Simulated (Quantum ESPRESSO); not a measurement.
**TiClO: parallel and opposed starts**

Wanted: the moments of TiClO and the energy of each order that was tried.

Program: Quantum ESPRESSO 7.5. Level of theory: PBEsol; plane waves with GBRV 1.5 PBEsol potentials, no spin-orbit coupling. Results are calculated unless marked as measured.

The database entry behind the starting cell differs from later determinations by our own check (old inner coordinates), so it need not match the best structure at ambient conditions.

## 1. The starting structure

Symmetry: Pmmn, No. 59, orthorhombic system. Conventional cell: a = 3.380 Å, b = 3.790 Å, c = 8.030 Å, α = 90.00°, β = 90.00°, γ = 90.00°. Ti has 4 O at 1.95 to 2.26 Å and 2 Cl at 2.32 Å nearest. Cl has 2 Ti at 2.32 Å nearest. O has 4 Ti at 1.95 to 2.26 Å nearest. Farther neighbours and most contacts between anions are not listed.

The cell comes from the Crystallography Open Database.

## 2. Start 1: ferro ++

The signs are those of the starting moments on the seeded atoms, the atoms that are given a moment.

pw.in reads:

```
&CONTROL
  calculation = 'scf'
  prefix = 'pwscf'
  outdir = './tmp'
  pseudo_dir = './pseudo'
  disk_io = 'nowf'
/
&SYSTEM
  ibrav = 0
  celldm(1) = 8
  nat = 6
  ntyp = 3
  ecutwfc = 40
  ecutrho = 280
  nbnd = 36
  occupations = 'smearing'
  smearing = 'fd'
  degauss = 0.00367493
  nspin = 2
  starting_magnetization(1) = 0.0833
  starting_magnetization(2) = 0
  starting_magnetization(3) = 0
/
&ELECTRONS
  conv_thr = 1.2d-08
  electron_maxstep = 150
  mixing_beta = 0.3
/
ATOMIC_SPECIES
Ti     47.8670 ti_pbesol_v1.4.uspp.F.UPF
Cl     35.4500 cl_pbesol_v1.4.uspp.F.UPF
O      15.9990 o_pbesol_v1.2.uspp.F.UPF
CELL_PARAMETERS alat
   0.7984092876544    0.0000000000000    0.0000000000000
   0.0000000000000    0.8952577515415    0.0000000000000
   0.0000000000000    0.0000000000000    1.8968125975931
ATOMIC_POSITIONS crystal
Ti      0.0000000000    0.5000000000    0.1220000000
Ti      0.5000000000    0.0000000000    0.8780000000
Cl      0.5000000000    0.5000000000    0.3200000000
Cl      0.0000000000    0.0000000000    0.6800000000
O       0.5000000000    0.5000000000    0.9350000000
O       0.0000000000    0.0000000000    0.0650000000
K_POINTS automatic
6 6 6 0 0 0
```

Run with:

```console
$ OMP_NUM_THREADS=1 mpirun -n 4 pw.x -nk 4 -in pw.in > pw.out
```

The program printed:

```text
Program PWSCF v.7.5 starts

     Message from routine setup:
     using ibrav=0 with symmetry is DISCOURAGED, use correct ibrav instead

     K-points division:     npool     =       4
     Subspace diagonalization in iterative solution of the eigenvalue problem:

     G-vector sticks info
     --------------------
     sticks:   dense  smooth     PW     G-vecs:    dense   smooth      PW
     Sum        1013     589    177                54829    23761    4033

     Using Slab Decomposition

     bravais-lattice index     =            0
     lattice parameter (alat)  =       8.0000  a.u.
     unit-cell volume          =     694.1735 (a.u.)^3
     number of atoms/cell      =            6
     number of atomic types    =            3
     number of electrons       =        50.00
     number of Kohn-Sham states=           36
     kinetic-energy cutoff     =      40.0000  Ry
     charge density cutoff     =     280.0000  Ry
     scf convergence threshold =      1.2E-08
     mixing beta               =       0.3000
     number of iterations used =            8  plain     mixing
     Exchange-correlation= SLA  PW   PSX  PSC
                           (   1   4  10   8   0   0   0)

     celldm(1)=   8.000000  celldm(2)=   0.000000  celldm(3)=   0.000000
     celldm(4)=   0.000000  celldm(5)=   0.000000  celldm(6)=   0.000000

     crystal axes: (cart. coord. in units of alat)
               a(1) = (   0.798409   0.000000   0.000000 )
               a(2) = (   0.000000   0.895258   0.000000 )
               a(3) = (   0.000000   0.000000   1.896813 )

     reciprocal axes: (cart. coord. in units 2 pi/alat)
               b(1) = (  1.252490  0.000000  0.000000 )
               b(2) = (  0.000000  1.116997  0.000000 )
               b(3) = (  0.000000  0.000000  0.527200 )

     PseudoPot. # 1 for Ti read from file:
     ti_pbesol_v1.4.uspp.F.UPF
     Pseudo is Ultrasoft + core correction, Zval = 12.0
     Generated by new atomic code, or converted to UPF format
     Using radial grid of  851 points,  6 beta functions with:
                l(1) =   0
                l(2) =   0
                l(3) =   1
                l(4) =   1
                l(5) =   2
                l(6) =   2
     Q(r) pseudized with  6 coefficients,  rinner =    1.000   1.000   1.000
                                                       1.000   1.000

     PseudoPot. # 2 for Cl read from file:
     cl_pbesol_v1.4.uspp.F.UPF
     Pseudo is Ultrasoft + core correction, Zval =  7.0
     Generated by new atomic code, or converted to UPF format
     Using radial grid of  909 points,  6 beta functions with:
                l(1) =   0
                l(2) =   0
                l(3) =   1
                l(4) =   1
                l(5) =   2
                l(6) =   2
     Q(r) pseudized with  8 coefficients,  rinner =    1.300   1.300   1.300
                                                       1.300   1.300

     PseudoPot. # 3 for O  read from file:
     o_pbesol_v1.2.uspp.F.UPF
     Pseudo is Ultrasoft + core correction, Zval =  6.0
     Generated by new atomic code, or converted to UPF format
     Using radial grid of  737 points,  5 beta functions with:
                l(1) =   0
                l(2) =   0
                l(3) =   1
                l(4) =   1
                l(5) =   2
     Q(r) pseudized with  8 coefficients,  rinner =    0.900   0.900   0.900
                                                       0.900   0.900

     atomic species   valence    mass     pseudopotential
     Ti               12.00    47.86700     Ti( 1.00)
     Cl                7.00    35.45000     Cl( 1.00)
     O                 6.00    15.99900     O ( 1.00)

     Starting magnetic structure
     atomic species   magnetization
     Ti              0.083
     Cl              0.000
     O               0.000

      8 Sym. Ops., with inversion, found ( 4 have fractional translation)

   Cartesian axes

     site n.     atom                  positions (alat units)
         1        Ti     tau(   1) = (   0.0000000   0.4476289   0.2314111  )
         2        Ti     tau(   2) = (   0.3992046   0.0000000   1.6654015  )
         3        Cl     tau(   3) = (   0.3992046   0.4476289   0.6069800  )
         4        Cl     tau(   4) = (   0.0000000   0.0000000   1.2898326  )
         5        O      tau(   5) = (   0.3992046   0.4476289   1.7735198  )
         6        O      tau(   6) = (   0.0000000   0.0000000   0.1232928  )

     number of k points=    64  Fermi-Dirac smearing, width (Ry)=  0.0037
                       cart. coord. in units 2pi/alat
        k(    1) = (   0.0000000   0.0000000   0.0000000), wk =   0.0046296
        k(    2) = (   0.0000000   0.0000000   0.0878667), wk =   0.0092593
        k(    3) = (   0.0000000   0.0000000   0.1757334), wk =   0.0092593
        k(    4) = (   0.0000000   0.0000000  -0.2636001), wk =   0.0046296
        k(    5) = (   0.0000000   0.1861661   0.0000000), wk =   0.0092593
        [... 59 further k-points ...]

     Dense  grid:    54829 G-vectors     FFT dimensions: (  36,  40,  81)

     Smooth grid:    23761 G-vectors     FFT dimensions: (  30,  30,  64)

     Check: negative core charge=   -0.000004
     Generating pointlists ...
     new r_m :   0.1900 (alat units)  1.5197 (a.u.) for type    1
     new r_m :   0.2261 (alat units)  1.8087 (a.u.) for type    2
     new r_m :   0.1900 (alat units)  1.5197 (a.u.) for type    3

     Initial potential from superposition of free atoms

     starting charge      47.9999, renormalised to      50.0000

     negative rho (up, down):  1.690E-02 1.675E-02
     Starting wfcs are   36 randomized atomic wfcs

     Self-consistent Calculation

     iteration #  1     ecut=    40.00 Ry     beta= 0.30
     Davidson diagonalization with overlap
     ethr =  1.00E-02,  avg # of iterations =  5.6

     negative rho (up, down):  1.611E-02 1.628E-02

     total energy              =    -369.53426021 Ry
     estimated scf accuracy    <       1.23663799 Ry

     total magnetization       =     1.67 Bohr mag/cell
     absolute magnetization    =     1.75 Bohr mag/cell

     iteration #  2     ecut=    40.00 Ry     beta= 0.30
     Davidson diagonalization with overlap
     ethr =  2.47E-03,  avg # of iterations =  2.7

     negative rho (up, down):  1.600E-02 1.631E-02

     total energy              =    -369.84925780 Ry
     estimated scf accuracy    <       0.23875296 Ry

     total magnetization       =     1.41 Bohr mag/cell
     absolute magnetization    =     1.48 Bohr mag/cell

     iteration #  3     ecut=    40.00 Ry     beta= 0.30
     Davidson diagonalization with overlap
     ethr =  4.78E-04,  avg # of iterations =  2.1

     negative rho (up, down):  1.556E-02 1.622E-02

     total energy              =    -369.86496420 Ry
     estimated scf accuracy    <       0.02960277 Ry

     total magnetization       =     1.59 Bohr mag/cell
     absolute magnetization    =     1.64 Bohr mag/cell

     [... further iterations left out ...]

     iteration # 13     ecut=    40.00 Ry     beta= 0.30
     Davidson diagonalization with overlap
     ethr =  2.15E-08,  avg # of iterations =  2.2

     negative rho (up, down):  1.495E-02 1.616E-02

     total energy              =    -369.87351898 Ry
     estimated scf accuracy    <       0.00000437 Ry

     total magnetization       =     1.97 Bohr mag/cell
     absolute magnetization    =     2.05 Bohr mag/cell

     iteration # 14     ecut=    40.00 Ry     beta= 0.30
     Davidson diagonalization with overlap
     ethr =  8.73E-09,  avg # of iterations =  2.0

     negative rho (up, down):  1.495E-02 1.616E-02

     total energy              =    -369.87351978 Ry
     estimated scf accuracy    <       0.00000020 Ry

     total magnetization       =     1.97 Bohr mag/cell
     absolute magnetization    =     2.05 Bohr mag/cell

     iteration # 15     ecut=    40.00 Ry     beta= 0.30
     Davidson diagonalization with overlap
     ethr =  4.08E-10,  avg # of iterations =  3.3

     negative rho (up, down):  1.495E-02 1.616E-02

     total energy              =    -369.87351986 Ry
     estimated scf accuracy    <       0.00000015 Ry

     total magnetization       =     1.97 Bohr mag/cell
     absolute magnetization    =     2.05 Bohr mag/cell

     iteration # 16     ecut=    40.00 Ry     beta= 0.30
     Davidson diagonalization with overlap
     ethr =  2.98E-10,  avg # of iterations =  2.0

     negative rho (up, down):  1.495E-02 1.616E-02

     Magnetic moment per site  (integrated on atomic sphere of radius R)
     atom   1 (R=0.190)  charge=  8.6080  magn=  0.6219
     atom   2 (R=0.190)  charge=  8.6080  magn=  0.6219
     atom   3 (R=0.226)  charge=  5.0555  magn=  0.0099
     atom   4 (R=0.226)  charge=  5.0555  magn=  0.0099
     atom   5 (R=0.190)  charge=  5.3854  magn= -0.0022
     atom   6 (R=0.190)  charge=  5.3854  magn= -0.0022

     End of self-consistent calculation

     Number of k-points >= 100: set verbosity='high' to print the bands.

     the Fermi energy is     8.1105 ev

!    total energy              =    -369.87351994 Ry
     estimated scf accuracy    <          6.7E-09 Ry
     smearing contrib. (-TS)   =      -0.00274200 Ry
     internal energy E=F+TS    =    -369.87077794 Ry

     The total energy is F=E-TS. E is the sum of the following terms:
     one-electron contribution =    -303.50566650 Ry
     hartree contribution      =     169.13453890 Ry
     xc contribution           =     -69.01738895 Ry
     ewald contribution        =    -166.48226139 Ry

     total magnetization       =     1.97 Bohr mag/cell
     absolute magnetization    =     2.05 Bohr mag/cell

     convergence has been achieved in  16 iterations

=------------------------------------------------------------------------------=
   JOB DONE.
=------------------------------------------------------------------------------=
```

Run time: 46 s. Hardware: 4 MPI ranks of Intel Xeon 6975P-C (Granite Rapids), shared host; peak memory 0.76 GiB; 3.1 min of CPU time.

Spin moment in the atom's sphere by atom:

```
atom  spin moment in the atom's sphere (μB)
 Ti1                                  0.622
 Ti2                                  0.622
 Cl3                                  0.010
 Cl4                                  0.010
  O5                                 -0.002
  O6                                 -0.002
```

Read from the output:

```
smearing term TS       : 0.03731 eV
magnetization          : 1.974 μB
absolute magnetization : 2.048 μB
final state            : ferromagnetic
```

(Continued in part 2 of 2.)

[Logs and program files are shortened in this print: banners, set-up blocks, solver, clock and traceback lines can be left out without a mark of their own.]

[Logs are printed without paths, hosts, clocks, repeated set-up lines and the standing remarks that a program may print on its own settings, such as how far it seeks lower states.]

[Hosts, paths, dates, database ids (printed as entryN), source tags and the programs' standing remarks are cut or masked in the printed files.]

[Where a cell is said to come from a database of computed structures, the database is the Materials Project.]
